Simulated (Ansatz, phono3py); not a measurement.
**KCl (Sylvite, Fm-3m): thermal conductivity with phono3py**

Aim: with force constants in hand, see how mesh, solver, isotopes and boundaries change the conductivity of KCl (Sylvite).

Measurements to reproduce:
- thermal conductivity 7.1 W/m/K near room temperature (given in “Combining the AFLOW GIBBS and Elastic Libraries to efficiently and robustly screen thermo-mechanical properties of solids”, 2017, arXiv:1611.05714)
- thermal conductivity 7.1 W/m/K near room temperature (given in “Predicting the lattice thermal conductivity of solids by solving the Boltzmann transport equation: AFLOW - AAPL an automated, accurate and efficient framework”, 2017, arXiv:1611.05481)

Program: phono3py 4.10.0. Level of theory: DFT LDA, scalar-relativistic, plane waves, PAW; PAW set soft_1; phono3py on Ansatz's force constants. Results are calculated unless marked as measured.

## 1. Set-up

Symmetry: Fm-3m, No. 225, cubic system. The conventional cell has a = 6.077 Å, b = 6.077 Å, c = 6.077 Å, α = 90.00°, β = 90.00°, γ = 90.00°. K has 6 Cl at 3.04 Å nearest. Cl has 6 K at 3.04 Å nearest. Farther neighbours and most contacts between anions are not listed.

## 2. Relaxation-time solution

The base run: each mode relaxes on its own with natural isotopes, and rates are split into normal and umklapp parts.

phono3py.yaml

```yaml
phono3py:
  version: "4.10.0"
  frequency_unit_conversion_factor: 15.633302
  symmetry_tolerance: 1.00000e-05

physical_unit:
  atomic_mass: "AMU"
  length: "angstrom"

space_group:
  type: "Fm-3m"
  number: 225
  Hall_symbol: "-F 4 2 3"

primitive_matrix:
- [  1.000000000000000,  0.000000000000000,  0.000000000000000 ]
- [  0.000000000000000,  1.000000000000000,  0.000000000000000 ]
- [  0.000000000000000,  0.000000000000000,  1.000000000000000 ]

supercell_matrix:
- [   3,   0,   0 ]
- [   0,   3,   0 ]
- [   0,   0,   3 ]

# [primitive_cell block left out]
unit_cell:
  lattice:
  - [     0.000000000000000,     3.038637085300000,     3.038637085300000 ] # a
  - [     3.038637085300000,     0.000000000000000,     3.038637085300000 ] # b
  - [     3.038637085300000,     3.038637085300000,     0.000000000000000 ] # c
  points:
  - symbol: K # 1
    coordinates: [  0.000000000000000,  0.000000000000000,  0.000000000000000 ]
    mass: 39.098300
    reduced_to: 1
  - symbol: Cl # 2
    coordinates: [  0.500000000000000,  0.500000000000000,  0.500000000000000 ]
    mass: 35.450000
    reduced_to: 2

# [supercell block left out]
phonon_supercell_matrix:
- [   6,   0,   0 ]
- [   0,   6,   0 ]
- [   0,   0,   6 ]

# [phonon_primitive_cell block left out]
# [phonon_supercell block left out]
nac:
  born_effective_charge:
  - # 1 (K)
    - [  1.109090761846020,  0.000000000000000,  0.000000000000000 ]
    - [  0.000000000000000,  1.109090761846020,  0.000000000000000 ]
    - [  0.000000000000000,  0.000000000000000,  1.109090761846020 ]
  - # 2 (Cl)
    - [ -1.109090761846020,  0.000000000000000,  0.000000000000000 ]
    - [  0.000000000000000, -1.109090761846020,  0.000000000000000 ]
    - [  0.000000000000000,  0.000000000000000, -1.109090761846020 ]
  dielectric_constant:
    - [  2.507462363085693,  0.000000000000000,  0.000000000000000 ]
    - [  0.000000000000000,  2.507462363085693,  0.000000000000000 ]
    - [  0.000000000000000,  0.000000000000000,  2.507462363085693 ]
  unit_conversion_factor: 14.399645
```

Started as:

```
$ phono3py phono3py.yaml --mesh 17 17 17 --br --isotope --nu --ts 100 150 200 300 400 500 600 800
```

What it wrote:

```text
Rust backend (phonors) using rayon (8 threads).
Running in phono3py.load mode.
Spglib version 2.8.0
----------------------------- General settings -----------------------------
Run mode: conductivity-RTA
HDF5 data compression filter: gzip
Crystal structure was read from "phono3py.yaml".
Supercell (dim): [3 3 3]
Phonon supercell (dim-fc2): [6 6 6]
Primitive matrix:
  [1. 0. 0.]
  [0. 1. 0.]
  [0. 0. 1.]
Spacegroup: Fm-3m (225)
Use -v option to watch primitive cell, unit cell, and supercell structures.
NAC parameters were read from "phono3py.yaml".
fc3 was read from "fc3.hdf5".
fc2 was read from "fc2.hdf5".
----------------------------- Force constants ------------------------------
Max drift of fc3: -0.00000000 (xxx) -0.00000000 (xxx) -0.00000000 (xxx)
Max drift of fc2: 0.00000000 (zz) 0.00000000 (zz)
--------------------------- Calculation settings ---------------------------
Non-analytical term correction (NAC): True
NAC unit conversion factor:  14.39964
BZ integration: Tetrahedron-method
Temperature:  100.0  150.0  200.0  300.0  400.0 ... 800.0
Cutoff frequency: 0.01
Mesh sampling: [ 17 17 17 ]
Generating grid system ... [ 17 17 17 ]
fc3-r2q-transformation over three atoms: True
--------------------------- Phonon calculations ----------------------------
Use NAC by Gonze et al. (no real space sum in current implementation)
  PRB 50, 13035(R) (1994), PRB 55, 10355 (1997)
  G-cutoff distance: 1.08, Number of G-points: 307, Lambda: 0.18
Running harmonic phonon calculations...
-------------------- Lattice thermal conductivity (RTA) --------------------
Running heat capacity calculations...
Running velocity calculations...
Running isotope scattering calculations with tetrahedron method...
======================= Grid point 0 (1/165) =======================
q-point: ( 0.00  0.00  0.00)
Boundary mean free path (millimeter): 1000.000
Mass variance parameters: 1.64e-04 5.83e-04
Number of triplets: 165
Frequency     group velocity (x, y, z)     |gv|
   0.000   (   0.000    0.000    0.000)    0.000
   0.000   (   0.000    0.000    0.000)    0.000
   0.000   (   0.000    0.000    0.000)    0.000
   4.833   (   0.000    0.000    0.000)    0.000
   4.833   (   0.000    0.000    0.000)    0.000
   4.833   (   0.000    0.000    0.000)    0.000
======================= Grid point 1 (2/165) =======================
q-point: ( 0.06  0.00  0.00)
Boundary mean free path (millimeter): 1000.000
Mass variance parameters: 1.64e-04 5.83e-04
Number of triplets: 489
Frequency     group velocity (x, y, z)     |gv|
   0.498   ( -17.073   17.073   17.073)   29.572
   0.498   ( -17.073   17.073   17.073)   29.572
   0.646   ( -22.174   22.174   22.174)   38.406
   4.817   (   1.114   -1.114   -1.114)    1.929
   4.817   (   1.114   -1.114   -1.114)    1.929
   6.620   (   1.682   -1.682   -1.682)    2.913
[162 grid points left out]
======================= Grid point 1322 (165/165) =======================
q-point: ( 0.71  0.47  0.24)
Boundary mean free path (millimeter): 1000.000
Mass variance parameters: 1.64e-04 5.83e-04
Number of triplets: 1305
Frequency     group velocity (x, y, z)     |gv|
   2.495   (  -0.000   13.514    1.573)   13.605
   2.663   (   0.000  -12.614   -6.873)   14.365
   3.788   (  -0.000   25.489    0.410)   25.493
   4.108   (   0.000  -21.894   -2.358)   22.020
   5.039   (   0.000    1.521    0.257)    1.542
   5.040   (  -0.000   -1.361    2.927)    3.228
=================== End of collection of collisions ===================
----------- Thermal conductivity (W/m-k) with tetrahedron method -----------
#  T(K)        xx         yy         zz         yz         xz         xy
  100.0      29.358     29.358     29.358      0.000      0.000     -0.000
  150.0      19.926     19.926     19.926      0.000      0.000     -0.000
  200.0      15.155     15.155     15.155      0.000      0.000     -0.000
  300.0      10.271     10.271     10.271      0.000      0.000     -0.000
  400.0       7.774      7.774      7.774      0.000      0.000     -0.000
  500.0       6.254      6.254      6.254      0.000      0.000     -0.000
  600.0       5.232      5.232      5.232      0.000      0.000     -0.000
  800.0       3.944      3.944      3.944      0.000      0.000     -0.000

Thermal conductivity related properties were written into
"kappa-m171717.hdf5".
Summary of calculation was written in "phono3py.yaml".
```

Elapsed: 20 s, on 8 threads of Intel Xeon at 2.70GHz, shared host; peak memory 0.24 GiB.

Numbers from this step:

* κ at 300 K: 10.27 W/m/K
* κ xx, yy, zz at 300 K: 10.27, 10.27, 10.27 W/m/K
* normal share of three-phonon scattering at 300 K: 0.593

W/m/K. Kappa, by row:

| T (K) | xx | yy | zz | yz | xz | xy |
| --- | --- | --- | --- | --- | --- | --- |
| 100 | 29.36 | 29.36 | 29.36 | 0 | 0 | 0 |
| 150 | 19.93 | 19.93 | 19.93 | 0 | 0 | 0 |
| 200 | 15.15 | 15.15 | 15.15 | 0 | 0 | 0 |
| 300 | 10.27 | 10.27 | 10.27 | 0 | 0 | 0 |
| 400 | 7.774 | 7.774 | 7.774 | 0 | 0 | 0 |
| 500 | 6.254 | 6.254 | 6.254 | 0 | 0 | 0 |
| 600 | 5.232 | 5.232 | 5.232 | 0 | 0 | 0 |
| 800 | 3.944 | 3.944 | 3.944 | 0 | 0 | 0 |

The lattice thermal conductivity, xx by temperature:

| temperature (K) | lattice thermal conductivity, xx (W/m/K) |
| --- | --- |
| 100 | 29.4 |
| 150 | 19.9 |
| 200 | 15.2 |
| 300 | 10.3 |
| 400 | 7.77 |
| 500 | 6.25 |
| 600 | 5.23 |
| 800 | 3.94 |

Mean scattering rate at 300 K against frequency:

| frequency (THz) | normal (1/ps) | umklapp (1/ps) |
| --- | --- | --- |
| 0.14 | - | - |
| 0.41 | 0.0372 | 0.00403 |
| 0.69 | 0.0409 | 0.00724 |
| 0.97 | 0.0757 | 0.0125 |
| 1.24 | 0.0866 | 0.0267 |
| 1.52 | 0.108 | 0.0367 |
| 1.79 | 0.079 | 0.0525 |
| 2.07 | 0.0925 | 0.0763 |
| 2.35 | 0.0959 | 0.0993 |
| 2.62 | 0.099 | 0.116 |
| 2.90 | 0.112 | 0.111 |
| 3.18 | 0.147 | 0.108 |
| 3.45 | 0.162 | 0.0928 |
| 3.73 | 0.195 | 0.082 |
| 4.00 | 0.197 | 0.0811 |
| 4.28 | 0.198 | 0.0856 |
| 4.56 | 0.203 | 0.0774 |
| 4.83 | 0.156 | 0.106 |
| 5.11 | 0.157 | 0.195 |
| 5.38 | 0.601 | 0.432 |
| 5.66 | 0.97 | 0.554 |
| 5.94 | 1.46 | 0.639 |
| 6.21 | 2.21 | 0.63 |
| 6.49 | 3.61 | 0.656 |

The base value at 300 K is 10.3 W/(m K).

The lattice thermal conductivity, xx is 10.3 W/m/K at 300 K, going as T^-1.0 above 200 K.

## 3. Two programs, one set of constants

This step: DFT LDA, scalar-relativistic, plane waves, PAW; PAW set soft_1 (Ansatz 0.2.0).

Ansatz's figure includes its coherence part. Comparison, by row:

| T (K) | Ansatz RTA (W/m/K) | phono3py RTA (W/m/K) | difference (%) |
| --- | --- | --- | --- |
| 100 | 29.52 | 29.36 | -0.54 |
| 150 | 20.07 | 19.93 | -0.7 |
| 200 | 15.29 | 15.15 | -0.92 |
| 300 | 10.41 | 10.27 | -1.34 |
| 400 | 7.919 | 7.774 | -1.83 |
| 500 | 6.406 | 6.254 | -2.37 |
| 600 | 5.391 | 5.232 | -2.95 |
| 800 | 4.115 | 3.944 | -4.16 |

## 4. Without isotopes, third order supercell 3×3×3, supercell 6×6×6

Leaving out the isotope term shows how much the natural mass disorder scatters.

This step: DFT LDA, scalar-relativistic, plane waves, PAW; PAW set soft_1; phono3py on Ansatz's force constants (phono3py 4.10.0).

phono3py.yaml is that of step 2.

Started as:

```
$ phono3py phono3py.yaml --mesh 17 17 17 --br --ts 100 150 200 300 400 500 600 800
```

What it wrote:

```text
[banner, memory and clock lines left out]
Rust backend (phonors) using rayon (8 threads).
Running in phono3py.load mode.
Spglib version 2.8.0
----------------------------- General settings -----------------------------
Run mode: conductivity-RTA
HDF5 data compression filter: gzip
Crystal structure was read from "phono3py.yaml".
Supercell (dim): [3 3 3]
Phonon supercell (dim-fc2): [6 6 6]
Primitive matrix:
  [1. 0. 0.]
  [0. 1. 0.]
  [0. 0. 1.]
Spacegroup: Fm-3m (225)
Use -v option to watch primitive cell, unit cell, and supercell structures.
NAC parameters were read from "phono3py.yaml".
fc3 was read from "fc3.hdf5".
fc2 was read from "fc2.hdf5".
----------------------------- Force constants ------------------------------
Max drift of fc3: -0.00000000 (xxx) -0.00000000 (xxx) -0.00000000 (xxx)
Max drift of fc2: 0.00000000 (zz) 0.00000000 (zz)
--------------------------- Calculation settings ---------------------------
Non-analytical term correction (NAC): True
NAC unit conversion factor:  14.39964
BZ integration: Tetrahedron-method
Temperature:  100.0  150.0  200.0  300.0  400.0 ... 800.0
Cutoff frequency: 0.01
Mesh sampling: [ 17 17 17 ]
Generating grid system ... [ 17 17 17 ]
fc3-r2q-transformation over three atoms: True
--------------------------- Phonon calculations ----------------------------
  PRB 50, 13035(R) (1994), PRB 55, 10355 (1997)
  G-cutoff distance: 1.08, Number of G-points: 307, Lambda: 0.18
Running harmonic phonon calculations...
-------------------- Lattice thermal conductivity (RTA) --------------------
Running heat capacity calculations...
Running velocity calculations...
======================= Grid point 0 (1/165) =======================
q-point: ( 0.00  0.00  0.00)
Boundary mean free path (millimeter): 1000.000
Number of triplets: 165
Frequency     group velocity (x, y, z)     |gv|
   0.000   (   0.000    0.000    0.000)    0.000
   0.000   (   0.000    0.000    0.000)    0.000
   0.000   (   0.000    0.000    0.000)    0.000
   4.833   (   0.000    0.000    0.000)    0.000
   4.833   (   0.000    0.000    0.000)    0.000
   4.833   (   0.000    0.000    0.000)    0.000
======================= Grid point 1 (2/165) =======================
q-point: ( 0.06  0.00  0.00)
Boundary mean free path (millimeter): 1000.000
Number of triplets: 489
Frequency     group velocity (x, y, z)     |gv|
   0.498   ( -17.073   17.073   17.073)   29.572
   0.498   ( -17.073   17.073   17.073)   29.572
   0.646   ( -22.174   22.174   22.174)   38.406
   4.817   (   1.114   -1.114   -1.114)    1.929
   4.817   (   1.114   -1.114   -1.114)    1.929
   6.620   (   1.682   -1.682   -1.682)    2.913
[162 grid points left out]
======================= Grid point 1322 (165/165) =======================
q-point: ( 0.71  0.47  0.24)
Boundary mean free path (millimeter): 1000.000
Number of triplets: 1305
Frequency     group velocity (x, y, z)     |gv|
   2.495   (  -0.000   13.514    1.573)   13.605
   2.663   (   0.000  -12.614   -6.873)   14.365
   3.788   (  -0.000   25.489    0.410)   25.493
   4.108   (   0.000  -21.894   -2.358)   22.020
   5.039   (   0.000    1.521    0.257)    1.542
   5.040   (  -0.000   -1.361    2.927)    3.228
=================== End of collection of collisions ===================
----------- Thermal conductivity (W/m-k) with tetrahedron method -----------
#  T(K)        xx         yy         zz         yz         xz         xy
  100.0      32.552     32.552     32.552      0.000      0.000     -0.000
  150.0      21.438     21.438     21.438      0.000      0.000     -0.000
  200.0      16.041     16.041     16.041      0.000      0.000     -0.000
  300.0      10.684     10.684     10.684      0.000      0.000     -0.000
  400.0       8.011      8.011      8.011      0.000      0.000     -0.000
  500.0       6.409      6.409      6.409      0.000      0.000     -0.000
  600.0       5.340      5.340      5.340      0.000      0.000     -0.000
  800.0       4.005      4.005      4.005      0.000      0.000     -0.000

Thermal conductivity related properties were written into
"kappa-m171717.hdf5".
Summary of calculation was written in "phono3py.yaml".
```

The job ended after 16 s (8 threads; peak memory 0.24 GiB; 94 s of CPU time).

Numbers from this step:

```yaml
kappa_at_300_k: 10.68 W/m/K
kappa_xx_yy_zz_at_300_k: 10.68, 10.68, 10.68 W/m/K
```

W/m/K. Kappa, by row:

| T (K) | xx | yy | zz | yz | xz | xy |
| --- | --- | --- | --- | --- | --- | --- |
| 100 | 32.55 | 32.55 | 32.55 | 0 | 0 | 0 |
| 150 | 21.44 | 21.44 | 21.44 | 0 | 0 | 0 |
| 200 | 16.04 | 16.04 | 16.04 | 0 | 0 | 0 |
| 300 | 10.68 | 10.68 | 10.68 | 0 | 0 | 0 |
| 400 | 8.011 | 8.011 | 8.011 | 0 | 0 | 0 |
| 500 | 6.409 | 6.409 | 6.409 | 0 | 0 | 0 |
| 600 | 5.34 | 5.34 | 5.34 | 0 | 0 | 0 |
| 800 | 4.005 | 4.005 | 4.005 | 0 | 0 | 0 |

κ at 300 K goes from 10.3 in the base run to 10.7 W/(m K).

## 5. Another q-mesh, third order supercell 3×3×3, supercell 6×6×6

The q-mesh of the transport sums changes, with the same scattering terms.

phono3py.yaml is that of step 4.

Started as:

```
$ phono3py phono3py.yaml --mesh 3 3 3 --br --isotope --ts 100 300 600
```

What it wrote:

```text
[banner, memory and clock lines left out]
Rust backend (phonors) using rayon (8 threads).
Running in phono3py.load mode.
Spglib version 2.8.0
----------------------------- General settings -----------------------------
Run mode: conductivity-RTA
HDF5 data compression filter: gzip
Crystal structure was read from "phono3py.yaml".
Supercell (dim): [3 3 3]
Phonon supercell (dim-fc2): [6 6 6]
Primitive matrix:
  [1. 0. 0.]
  [0. 1. 0.]
  [0. 0. 1.]
Spacegroup: Fm-3m (225)
Use -v option to watch primitive cell, unit cell, and supercell structures.
NAC parameters were read from "phono3py.yaml".
fc3 was read from "fc3.hdf5".
fc2 was read from "fc2.hdf5".
----------------------------- Force constants ------------------------------
Max drift of fc3: -0.00000000 (xxx) -0.00000000 (xxx) -0.00000000 (xxx)
Max drift of fc2: 0.00000000 (zz) 0.00000000 (zz)
--------------------------- Calculation settings ---------------------------
Non-analytical term correction (NAC): True
NAC unit conversion factor:  14.39964
BZ integration: Tetrahedron-method
Temperature:  100.0  300.0  600.0
Cutoff frequency: 0.01
Mesh sampling: [ 3 3 3 ]
Generating grid system ... [ 3 3 3 ]
fc3-r2q-transformation over three atoms: True
--------------------------- Phonon calculations ----------------------------
  PRB 50, 13035(R) (1994), PRB 55, 10355 (1997)
  G-cutoff distance: 1.08, Number of G-points: 307, Lambda: 0.18
Running harmonic phonon calculations...
-------------------- Lattice thermal conductivity (RTA) --------------------
Running heat capacity calculations...
Running velocity calculations...
Running isotope scattering calculations with tetrahedron method...
======================= Grid point 0 (1/4) =======================
q-point: ( 0.00  0.00  0.00)
Boundary mean free path (millimeter): 1000.000
Mass variance parameters: 1.64e-04 5.83e-04
Number of triplets: 4
Frequency     group velocity (x, y, z)     |gv|
   0.000   (   0.000    0.000    0.000)    0.000
   0.000   (   0.000    0.000    0.000)    0.000
   0.000   (   0.000    0.000    0.000)    0.000
   4.833   (   0.000    0.000    0.000)    0.000
   4.833   (   0.000    0.000    0.000)    0.000
   4.833   (   0.000    0.000    0.000)    0.000
======================= Grid point 1 (2/4) =======================
q-point: ( 0.33  0.00  0.00)
Boundary mean free path (millimeter): 1000.000
Mass variance parameters: 1.64e-04 5.83e-04
Number of triplets: 6
Frequency     group velocity (x, y, z)     |gv|
   2.621   ( -13.542   13.542   13.542)   23.456
   2.621   ( -13.542   13.542   13.542)   23.456
   3.476   ( -18.877   18.877   18.877)   32.697
   4.317   (   6.522   -6.522   -6.522)   11.296
   4.317   (   6.522   -6.522   -6.522)   11.296
   5.874   (   9.672   -9.672   -9.672)   16.752
======================= Grid point 4 (3/4) =======================
q-point: ( 0.33  0.33  0.00)
Boundary mean free path (millimeter): 1000.000
Mass variance parameters: 1.64e-04 5.83e-04
Number of triplets: 6
Frequency     group velocity (x, y, z)     |gv|
   1.490   (  -0.000    0.000    7.593)    7.593
   1.490   (  -0.000    0.000    7.593)    7.593
   4.313   (   0.000   -0.000  -30.003)   30.003
   4.518   (  -0.000    0.000   19.895)   19.895
   4.934   (  -0.000    0.000    1.076)    1.076
   4.934   (  -0.000    0.000    1.076)    1.076
======================= Grid point 5 (4/4) =======================
q-point: (-0.33  0.33  0.00)
Boundary mean free path (millimeter): 1000.000
Mass variance parameters: 1.64e-04 5.83e-04
Number of triplets: 8
Frequency     group velocity (x, y, z)     |gv|
   2.622   (   9.103   -9.103    0.000)   12.874
   2.863   ( -14.878   14.878    0.000)   21.041
   3.819   ( -24.110   24.110    0.000)   34.097
   4.336   (  11.207  -11.207    0.000)   15.849
   4.730   (   7.588   -7.588    0.000)   10.732
   5.051   (   1.157   -1.157    0.000)    1.636
=================== End of collection of collisions ===================
----------- Thermal conductivity (W/m-k) with tetrahedron method -----------
#  T(K)        xx         yy         zz         yz         xz         xy
  100.0      58.890     58.890     58.890      0.000     -0.000     -0.000
  300.0      25.266     25.266     25.266      0.000     -0.000     -0.000
  600.0      13.331     13.331     13.331      0.000     -0.000     -0.000

Thermal conductivity related properties were written into
"kappa-m333.hdf5".
Summary of calculation was written in "phono3py.yaml".
```

Wall time 4 s (8 threads); peak memory 0.24 GiB.

Numbers from this step:

- κ at 300 K: 25.27 W/m/K
- κ xx, yy, zz at 300 K: 25.27, 25.27, 25.27 W/m/K

W/m/K. Kappa, by row:

| T (K) | xx | yy | zz | yz | xz | xy |
| --- | --- | --- | --- | --- | --- | --- |
| 100 | 58.89 | 58.89 | 58.89 | 0 | 0 | 0 |
| 300 | 25.27 | 25.27 | 25.27 | 0 | 0 | 0 |
| 600 | 13.33 | 13.33 | 13.33 | 0 | 0 | 0 |

This mesh is too coarse for the transport sums: κ at 300 K comes out at 25.3 against 10.3 W/(m K) in the base run.

(Continued in part 2 of 5.)

[Logs are printed without paths, hosts, clocks, repeated set-up lines and the standing remarks that a program may print on its own settings, such as how far it seeks lower states.]

[Hosts, paths, dates, database ids (printed as entryN), source tags and the programs' standing remarks are cut or masked in the printed files.]

[A step with changed settings may run another functional than the one named; its input shows which.]
